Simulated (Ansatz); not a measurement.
**Moving the knobs of a GW run on CuBiPbS3 (Aikinite)**

Aim: change settings of a G0W0 run on CuBiPbS3 (Aikinite) and see what moves.

Program: Ansatz 0.2.0. Level of theory: G0W0 on LDA, plane waves, PAW. Results are calculated unless marked as measured.

In doubt: one-shot GW on d or f shells is unsure, so the values of those runs are not to be relied on.

### 1. Set-up

It takes space group Pnma (No. 62, orthorhombic). The conventional cell has a = 11.638 Å, b = 4.039 Å, c = 11.319 Å, α = 90.00°, β = 90.00°, γ = 90.00°. Nearest to Cu lie 4 S at 2.31 to 2.40 Å. Bi has 6 S at 2.66 to 3.16 Å nearest. Nearest to Pb lie 7 S at 2.89 to 3.26 Å and 2 Cu at 3.29 Å. Nearest to S lie 2 Cu at 2.35 Å and 1 Bi at 2.66 Å and 2 Pb at 2.99 Å. S has 1 Cu at 2.31 Å and 3 Pb at 2.89 to 2.99 Å and 2 Bi at 2.95 Å nearest. Nearest to S lie 1 Cu at 2.40 Å and 3 Bi at 2.76 to 3.16 Å and 2 Pb at 3.26 Å. Farther neighbours and most contacts between anions are not listed.

The cell and positions come from the Crystallography Open Database and are kept as given unless a step says otherwise. Spin-orbit coupling is left out unless a step names it. The default PAW set here is soft_2. Its files were made with PBE.

### 2. The base run: 2×4×2 mesh, 1393 empty bands, screening to 110 eV

G0W0 replaces the xc potential by the self-energy, built once from these orbitals. Only a window of levels is corrected, while the sums run over the empty bands that the input names.

input.yaml reads:

```yaml
crystal:
  lattice:
    - [11.638, 0.0, 0.0]
    - [0.0, 4.039, 0.0]
    - [0.0, 0.0, 11.319]
  atoms:
    - { symbol: Cu, position: [0.2338, 0.25, 0.2085] }
    - { symbol: Cu, position: [0.2662, 0.75, 0.7085] }
    - { symbol: Cu, position: [0.7338, 0.25, 0.2915] }
    - { symbol: Cu, position: [0.7662, 0.75, 0.7915] }
    - { symbol: Bi, position: [0.0189, 0.25, 0.6827] }
    - { symbol: Bi, position: [0.4811, 0.75, 0.1827] }
    - { symbol: Bi, position: [0.5189, 0.25, 0.8173] }
    - { symbol: Bi, position: [0.9811, 0.75, 0.3173] }
    - { symbol: Pb, position: [0.8329, 0.25, 0.0105] }
    - { symbol: Pb, position: [0.6671, 0.75, 0.5105] }
    - { symbol: Pb, position: [0.3329, 0.25, 0.4895] }
    - { symbol: Pb, position: [0.1671, 0.75, 0.9895] }
    - { symbol: S, position: [0.716, 0.25, 0.6986] }
    - { symbol: S, position: [0.784, 0.75, 0.1986] }
    - { symbol: S, position: [0.216, 0.25, 0.8014] }
    - { symbol: S, position: [0.284, 0.75, 0.3014] }
    - { symbol: S, position: [0.0467, 0.25, 0.14] }
    - { symbol: S, position: [0.4533, 0.75, 0.64] }
    - { symbol: S, position: [0.5467, 0.25, 0.36] }
    - { symbol: S, position: [0.9533, 0.75, 0.86] }
    - { symbol: S, position: [0.3775, 0.25, 0.0559] }
    - { symbol: S, position: [0.1225, 0.75, 0.5559] }
    - { symbol: S, position: [0.8775, 0.25, 0.4441] }
    - { symbol: S, position: [0.6225, 0.75, 0.9441] }
kpoints:
  mp_grid: { grid: [2, 4, 2] }
hamiltonian:
  xc: lda
scf:
  occupations: { method: fixed }
gw:
  n_empty_bands: 1393
  ecut_chi: 110.0
  qp_bands: [v2, c2]
  qp_kpoints: band_edges
  screening: { model: contour_deformation }
```

On the command line:

```bash
ansatz run input.yaml --threads 32 --pin off --max-ram 129024MiB --backend cuda --events-out ev --progress --plain --runs-dir out --devices 1 --max-vram 157GiB  # rebuilt from the run's record
```

Numbers of over 12 decimals in the logs are rounded to 6 here.

Output:

```text
GPUs: using 1 of 1 available (devices: 1).
Engine: ansatz 0.2.0, aarch64-unknown-linux-gnu
Pseudopotentials: kind: paw
Pseudopotential: Cu, paw, valence charge 19, recommended cutoff 420 eV (normal), Cu.paw.azcp
Pseudopotential: Bi, paw, valence charge 15, recommended cutoff 420 eV (normal), Bi.paw.azcp
Pseudopotential: Pb, paw, valence charge 14, recommended cutoff 420 eV (normal), Pb.paw.azcp
Pseudopotential: S, paw, valence charge 6, recommended cutoff 420 eV (normal), S.paw.azcp
Functional definition: SPW92
  exchange = slater_x
  correlation = pw_c
device memory: the entry about to start is reckoned to put 16.3 GiB on a device that reports 182.5 GiB free (of which the cap on the GPU budget leaves the run 157.0 GiB)
GPU FFT provider: cuFFT
GPU libraries: cuBLAS 13.8.1, cuFFT 12.4.0, cuSOLVER 12.3.2
GPU matrix products: emulated (plane waves: as basis.precision tells), large ones in fixed point in workspaces of 1.00 GiB
Crystal: 24 atoms, lattice volume = 532.060 Å³
Basis set: ecut = 420 eV, 10407 PW (Γ)
Bands: 159, of which v1, the nominal top of the filled ones, is band 132 counted from 1 (131 counted from 0)
Symmetry: 8 space group operations
Space group: Pnma (ITA 62), of the structure as read, at distance tolerance 8.1e-5 Å
k-points: 12 of 16
Non-local potential: Cu, projectors of the file, l = 0: 3, l = 1: 2, l = 2: 3, l = 3: 1
Non-local potential: Bi, projectors of the file, l = 0: 2, l = 1: 2, l = 2: 2, l = 3: 2
Non-local potential: Pb, projectors of the file, l = 0: 2, l = 1: 2, l = 2: 2, l = 3: 2
Non-local potential: S, projectors of the file, l = 0: 2, l = 1: 2, l = 2: 2
PAW form: soft (Blöchl's): semilocal exchange-correlation on the pseudo side does not see the compensation charge
PAW frozen core: Cu, regenerated for the run's functional, and the local potential with it (the file was generated under x = pbe(κ = 0.804, μ = 0.219515), c = pbe(β = 0.066725))
PAW frozen core: Bi, regenerated for the run's functional, and the local potential with it (the file was generated under x = pbe(κ = 0.804, μ = 0.219515), c = pbe(β = 0.066725))
PAW frozen core: Pb, regenerated for the run's functional, and the local potential with it (the file was generated under x = pbe(κ = 0.804, μ = 0.219515), c = pbe(β = 0.066725))
PAW frozen core: S, regenerated for the run's functional, and the local potential with it (the file was generated under x = pbe(κ = 0.804, μ = 0.219515), c = pbe(β = 0.066725))
PAW one-centre angular grid: Cu, 590 points (default); XC on 64 Gauss nodes
PAW one-centre angular grid: Bi, 590 points (default); XC on 64 Gauss nodes
PAW one-centre angular grid: Pb, 590 points (default); XC on 64 Gauss nodes
PAW one-centre angular grid: S, 110 points (default); XC on 64 Gauss nodes
[...]
Harris-Foulkes:  -131419.119090 eV  (|F-HF|=7.48e-8)
Internal energy: -131419.119090 eV  (E = F + TS)
E sigma→0 (E₀):  -131419.119090 eV
Fermi energy:    9.023047 eV
--- Per-component energies (eV) ---
  E_band       = -2491.971639
  E_kinetic    = 4841.527404
  E_local      = -36015.288328  (includes V_loc(G=0)·N_el)
  E_nonlocal   = 5641.625254
  E_hartree    = 15037.107886
  E_xc         = -2990.180059
  E_vxc        = -2626.855688  (∫ρ·V_xc dr)
  E_paw        = -95034.982638  (= ΣΔE_a)
  E_vpaw       = -4407.255516  (= ΣTr[D̂ρ^β])
  E_aug_tail   = -0.001071  (compensation charges beyond the density's cutoff)
  E_ewald      = -22902.234155
  E_core_change = 3.306617  (= ΣΔE_core)
  E_smearing   = -0.000000  (= −TS)
  E_closure    = -0.000000  (closes the sum)
  Σ components = -131419.119090   (vs F -131419.119090, Δ=0.00e0)
--- Band table (eV; the first three rows and the last of 12) ---
[... rows of the band table ...]
--- G₀W₀: contour deformation, 8 samples at zero and on the imaginary axis and 1 off it, 16 q-points, 1393 empty bands' worth ---
  eigenvalues of the whole cell's RPA ε∞ on this k-mesh (on a slab, of 1 + 4πα/V) = 16.6728, 17.4825, 17.8763; static W/v taken at q = 0 is 0.057290
  bands read: the sum over 1525 bands ends inside a degenerate multiplet in 10 slots, whose members it reads at an even weight; the widest, k=10: bands 1525 to 1528 (counted from 1) at 1/4 each
  gw.qp_kpoints: band_edges: 10 of 12 stored k-points solved, in 1 pass; an edge of the gap read off the rows below is read off those points alone
    valence top: of the k-points left out ik 10 came nearest to being solved in a further pass, in band 131 (counted from 1, as in the quasiparticle table): it holds the edge there only if its correction is more favourable than any solved in that band by at least 0.584 eV; those differ by 0.055 eV
    conduction bottom: of the k-points left out ik 4 came nearest to being solved in a further pass, in band 134 (counted from 1, as in the quasiparticle table): it holds the edge there only if its correction is more favourable than any solved in that band by at least 0.763 eV; those differ by 0.084 eV
    ik  band        ε_KS         Σx   Σc(E_QP)       V_xc       Z   E_QP_lin       E_QP  E_QP is
     0   131      8.8182   -27.2123     3.5392   -23.6583  0.7034     8.8034     8.8034  root
     0   132      8.8243   -27.9216     3.8467   -24.0261  0.6970     8.7755     8.7756  root
     0   133      9.8570   -10.3726    -3.3322   -14.0490  0.7697    10.2036    10.2011  root
     0   134      9.9571   -14.3186    -2.3320   -16.9366  0.7531    10.2445    10.2432  root
     1   131      9.0230   -28.0931     3.7694   -24.2777  0.7022     8.9770     8.9771  root
     1   132      9.0230   -28.0931     3.7694   -24.2777  0.7022     8.9770     8.9771  root
     1   133      9.7092   -10.6117    -3.0826   -13.9893  0.7687    10.0059    10.0043  root
     1   134      9.7092   -10.6117    -3.0826   -13.9893  0.7687    10.0059    10.0043  root
[...]
11   131      8.2481   -30.6413     4.8482   -25.7443  0.6758     8.1992     8.1994  root
    11   132      8.2481   -30.6413     4.8482   -25.7443  0.6758     8.1992     8.1994  root
    11   133     10.5297   -10.4361    -3.4236   -14.1856  0.7610    10.8580    10.8556  root
    11   134     10.5297   -10.4361    -3.4236   -14.1856  0.7610    10.8580    10.8556  root
[key lines of the parts left out:]
SCF converged after 9 iterations
Free energy (F): -131419.119090 eV
```

Run time: 94 s. Hardware: 1 × NVIDIA GB200 with 32 threads of Arm Neoverse V2, shared host; peak memory 8.9 GiB.

This step gave:

| Property | Result |
| --- | --- |
| bands summed | 1525 |
| RPA ε∞ on this mesh (eigenvalues) | 16.67, 17.48, 17.88 |
| plane waves in the screening matrix | 1403 |
| q-points in the mesh | 16 |
| G0W0 gap on the mesh | 0.9439 eV |
| k of the valence top | 0, 0, -0.5 |
| k of the conduction bottom | 0, 0.25, 0 |
| starting gap on the mesh | 0.5953 eV |
| Z at the valence top | 0.7022 |
| Z at the conduction bottom | 0.7715 |
| least direct G0W0 gap on the computed points | 1.027 eV |

The gap on the mesh goes from 0.60 eV to 0.94 eV, a correction of +0.35 eV. Between the two edge states, bare exchange in place of the xc potential would open the gap by 7.26 eV, and correlation takes back 6.92 eV.

### 3. Variant: other PAW set

input.yaml, as its differences from that of step 2:

```diff
@@ -34,2 +34,3 @@
   xc: lda
+  pseudopotentials: { kind: paw, source: jth }
 scf:
@@ -37,4 +38,4 @@
 gw:
-  n_empty_bands: 1393
-  ecut_chi: 110.0
+  n_empty_bands: 1208
+  ecut_chi: 100
   qp_bands: [v2, c2]
```

Output:

```text
Warning: <dir> the checks of this Cu dataset prove no rule for summing its radial tables, as where they were carried onto another mesh than they were made on, and Gregory's rule is taken, under which a leading mesh point left out moves its sums only by what lay on the interval it spanned. That does not make them correct, and they differ from Quantum ESPRESSO's on this file; a re-export a fraction of a mesh step off can move them. hamiltonian.pseudopotentials.radial_quadrature: simpson_from_first_knot sums it by `pw.x`'s rule; on a PAW file no value gives `pw.x`'s numbers. What more to know: hamiltonian.pseudopotentials.radial_quadrature, in the input reference
Warning: <dir> the checks of this Bi dataset prove no rule for summing its radial tables, as where they were carried onto another mesh than they were made on, and Gregory's rule is taken, under which a leading mesh point left out moves its sums only by what lay on the interval it spanned. That does not make them correct, and they differ from Quantum ESPRESSO's on this file; a re-export a fraction of a mesh step off can move them. hamiltonian.pseudopotentials.radial_quadrature: simpson_from_first_knot sums it by `pw.x`'s rule; on a PAW file no value gives `pw.x`'s numbers. What more to know: hamiltonian.pseudopotentials.radial_quadrature, in the input reference
[...]
Basis set: ecut = 1800 eV, 92125 PW (Γ)
Bands: 159, of which v1, the nominal top of the filled ones, is band 132 counted from 1 (131 counted from 0)
[... 1 set-up line as in the run before ...]
[...]
k-points: 12 of 16
[...]
SCF 1 converged in 13 iterations: F = -130896.111142 eV  dr2 = 7.70e-8
[...]
SCF converged after 13 iterations
[...]
E_vxc        = -5546.291462  (∫ρ·V_xc dr)
  E_paw        = -90467.869445  (= ΣΔE_a)
  E_vpaw       = 3381.205549  (= ΣTr[D̂ρ^β])
  E_aug_tail   = 0.000278  (compensation charges beyond the density's cutoff)
  E_ewald      = -22902.234155
  E_smearing   = -0.000000  (= −TS)
  E_closure    = 0.000000  (closes the sum)
  Σ components = -130896.111142   (vs F -130896.111142, Δ=0.00e0)
--- Band table (eV; the first three rows and the last of 12) ---
[... rows of the band table ...]
[...]
0   131      8.9679   -27.2665     3.5229   -23.7192  0.7014     8.9435     8.9435  root
     0   132      8.9755   -27.9986     3.8076   -24.1107  0.6949     8.8950     8.8952  root
     0   133      9.9994   -10.3709    -3.3198   -14.0399  0.7678    10.3511    10.3485  root
     0   134     10.1057   -14.3359    -2.3481   -16.9594  0.7510    10.3823    10.3811  root
     1   131      9.1721   -28.1373     3.7255   -24.3369  0.7001     9.0970     9.0973  root
     1   132      9.1721   -28.1373     3.7255   -24.3369  0.7001     9.0970     9.0973  root
     1   133      9.8540   -10.6324    -3.0699   -14.0000  0.7666    10.1534    10.1518  root
     1   134      9.8540   -10.6324    -3.0699   -14.0000  0.7666    10.1534    10.1518  root
[...]
11   131      8.3995   -30.6977     4.8269   -25.8081  0.6741     8.3366     8.3368  root
    11   132      8.3995   -30.6977     4.8269   -25.8081  0.6741     8.3366     8.3368  root
    11   133     10.6770   -10.4514    -3.4312   -14.1980  0.7588    10.9946    10.9924  root
    11   134     10.6770   -10.4514    -3.4312   -14.1980  0.7588    10.9946    10.9924  root
```

The job ended after 2.4 min (1 × NVIDIA GB200 with 32 threads; peak memory 37 GiB; 9.6 min of CPU time).

The G0W0 gap on the mesh is 0.978 eV.

Against the base:

| setting | base | variant |
| --- | --- | --- |
| files | default PAW | JTH PAW |
| empty bands | 1393 | 1208 |
| screening cutoff (eV) | 110.0 | 100 |

| quantity | variant | base |
| --- | --- | --- |
| starting gap on the mesh | 0.593 | 0.595 |
| G0W0 gap on the mesh | 0.978 | 0.944 |
| least direct G0W0 gap on the computed points | 1.054 | 1.027 |
| Z at the valence top | 0.700 | 0.702 |
| Z at the conduction bottom | 0.769 | 0.771 |

### 4. Variant: coarser q mesh

input.yaml, as its differences from that of step 3:

```diff
@@ -34,3 +34,2 @@
   xc: lda
-  pseudopotentials: { kind: paw, source: jth }
 scf:
@@ -43 +42,2 @@
   screening: { model: contour_deformation }
+  q_mesh: [1, 2, 1]
```

Output:

```text
GPUs: using 1 of 1 available (devices: 1).
[...]
Crystal: 24 atoms, lattice volume = 532.060 Å³
Basis set: ecut = 420 eV, 10407 PW (Γ)
Bands: 159, of which v1, the nominal top of the filled ones, is band 132 counted from 1 (131 counted from 0)
[... 1 set-up line as in the run before ...]
[...]
k-points: 12 of 16
[...]
SCF iter   1: F=—  HF=-131419.219345 eV  |F-HF|=—  |Δ(HF+E_count)|=         —  Δρ=8.74e-3  dr2=3.69e-1  ethr=1.77e-3  ⟨swp⟩=4.9  Hψ=6121  notcnv=0  defer=277
[...]
SCF iter   9: F=-131419.119090 eV  HF=-131419.119090 eV  |F-HF|=7.48e-8  |Δ(HF+E_count)|=   4.44e-8  Δρ=4.46e-6  dr2=9.41e-8  ethr=3.79e-11  ⟨swp⟩=11.5  Hψ=8638  notcnv=0
SCF 1 converged in 9 iterations: F = -131419.119090 eV  dr2 = 9.41e-8
[...]
NSCF: frozen V_eff on 12 k-points
[...]
WARN: eigensolver did not converge (k=7): 2 band(s) unlocked after 6 eigensolves, warm-restarted (20 sweeps on the last) at ethr=3.12e-11 eV (storage-precision floor; scheduled 1.00e-12 eV) (lowest unlocked band 1343, counted from 0; max residual 2.57e-3 eV among the unlocked bands, 2.57e-3 eV over every band; other slots of this pass that fall short are told together in one closing line; warning suppressed until the next SCF loop or pass starts)
G₀W₀ screening: q 1/2
[... further progress lines ...]
SCF converged after 9 iterations
Free energy (F): -131419.119090 eV
[...]
Internal energy: -131419.119090 eV  (E = F + TS)
E sigma→0 (E₀):  -131419.119090 eV
Fermi energy:    9.023047 eV
[...]
--- Band table (eV; the first three rows and the last of 12) ---
[... rows of the band table ...]
[...]
band pass: the eigensolver left bands unlocked in 1 slot; of largest residual, k=7: 1 band unlocked, the lowest band 1344 (counted from 1), max residual 2.57e-3 eV over all its bands; `*` marks the rows of those k-points, and any row can be off: every row's sums read bands of every k-point
[...]
0   131      8.8182   -27.4598     3.8096   -23.6583  0.6964     8.8263     8.8263  root
     0   132      8.8243   -28.1496     4.0990   -24.0261  0.6894     8.7998     8.7999  root
     0   133      9.8570    -9.9178    -3.7606   -14.0490  0.7567    10.2317    10.2275  root
     0   134      9.9571   -13.8617    -2.7648   -16.9366  0.7419    10.2697    10.2672  root
     1   131      9.0230   -28.3776     4.0714   -24.2777  0.6946     8.9946     8.9946  root
     1   132      9.0230   -28.3776     4.0714   -24.2777  0.6946     8.9946     8.9946  root
     1   133      9.7092   -10.1634    -3.5085   -13.9893  0.7560    10.0295    10.0267  root
     1   134      9.7092   -10.1634    -3.5085   -13.9893  0.7560    10.0295    10.0267  root
[...]
7   131      8.7705   -28.3265     4.1578   -24.1489  0.6902     8.7508     8.7508  root *
     7   132      8.7705   -28.3265     4.1578   -24.1489  0.6902     8.7508     8.7508  root *
     7   133     10.0103   -11.2313    -3.3682   -14.9316  0.7511    10.3456    10.3425  root *
     7   134     10.0103   -11.2313    -3.3682   -14.9316  0.7511    10.3456    10.3425  root *
[...]
11   131      8.2481   -30.7592     4.9798   -25.7443  0.6735     8.2131     8.2131  root
    11   132      8.2481   -30.7592     4.9798   -25.7443  0.6735     8.2131     8.2131  root
    11   133     10.5297   -10.1906    -3.6569   -14.1856  0.7535    10.8712    10.8678  root
    11   134     10.5297   -10.1906    -3.6569   -14.1856  0.7535    10.8712    10.8678  root
```

Wall time 20 s (1 × NVIDIA GB200 with 32 threads); peak memory 6.6 GiB; 1.8 min of CPU time.

Against the base:

```
              setting   base    variant
          empty bands   1393       1208
screening cutoff (eV)  110.0        100
               q mesh      -  [1, 2, 1]
```

```csv
quantity,variant,base
starting gap on the mesh,0.595,0.595
G0W0 gap on the mesh,0.939,0.944
least direct G0W0 gap on the computed points,1.032,1.027
Z at the valence top,0.695,0.702
Z at the conduction bottom,0.760,0.771
```

### 5. Summary of results

- base: 0.94 eV, 94 s
- other PAW set: 0.98 eV, 2.4 min
- coarser q mesh: 0.94 eV, 20 s

In words: Other PAW set: the gap moves by +0.03 eV (the plane-wave cutoff goes from 420 to 1800 eV). The variant differs from the base in files, empty bands and screening cutoff together, so the change can't be laid to one of them. Coarser q mesh: the gap moves by −0.005 eV and the time by a factor of 0.22; such settings are too crude to quote. The variant differs from the base in empty bands, screening cutoff and q mesh together, so the change can't be laid to one of them. All runs here use a coarse mesh and modest cutoffs; they test settings and are not final values. The 2×4×2 mesh is coarse for this cell (its supercell is 16 Å along the shortest edge). The RPA ε∞ on it, from the LDA start, is 16.67, 17.48 and 17.88; such meshes misread the long-range screening, most where the gap is narrow. Where an edge is built on 6p states of lead, bismuth or thallium, scalar-relativistic gaps usually stand too wide, by a few tenths to over one eV. A d shell, filled or nearly so, lies near the gap. One-shot GW converges very slowly in bands there, not always from below, and on a semilocal start the gap tends to come out low; starts rich in exact exchange can overshoot instead. The many-body steps are scalar-relativistic: spin-orbit coupling is not in them.

[Paths, hosts, dates, memory and timing lines, banners, echoed tables and standing remarks are left out of the program output.]

[Logs are printed without paths, hosts, clocks, repeated set-up lines and the standing remarks that a program may print on its own settings, such as how far it seeks lower states.]

[Runs of the session that timed out or met a known fault of the program may be left out.]

[Cells called generated may have been cut or substituted from an entry of the Crystallography Open Database or the Materials Project.]

[Hosts, paths, dates, database ids (printed as entryN), source tags and the programs' standing remarks are cut or masked in the printed files.]
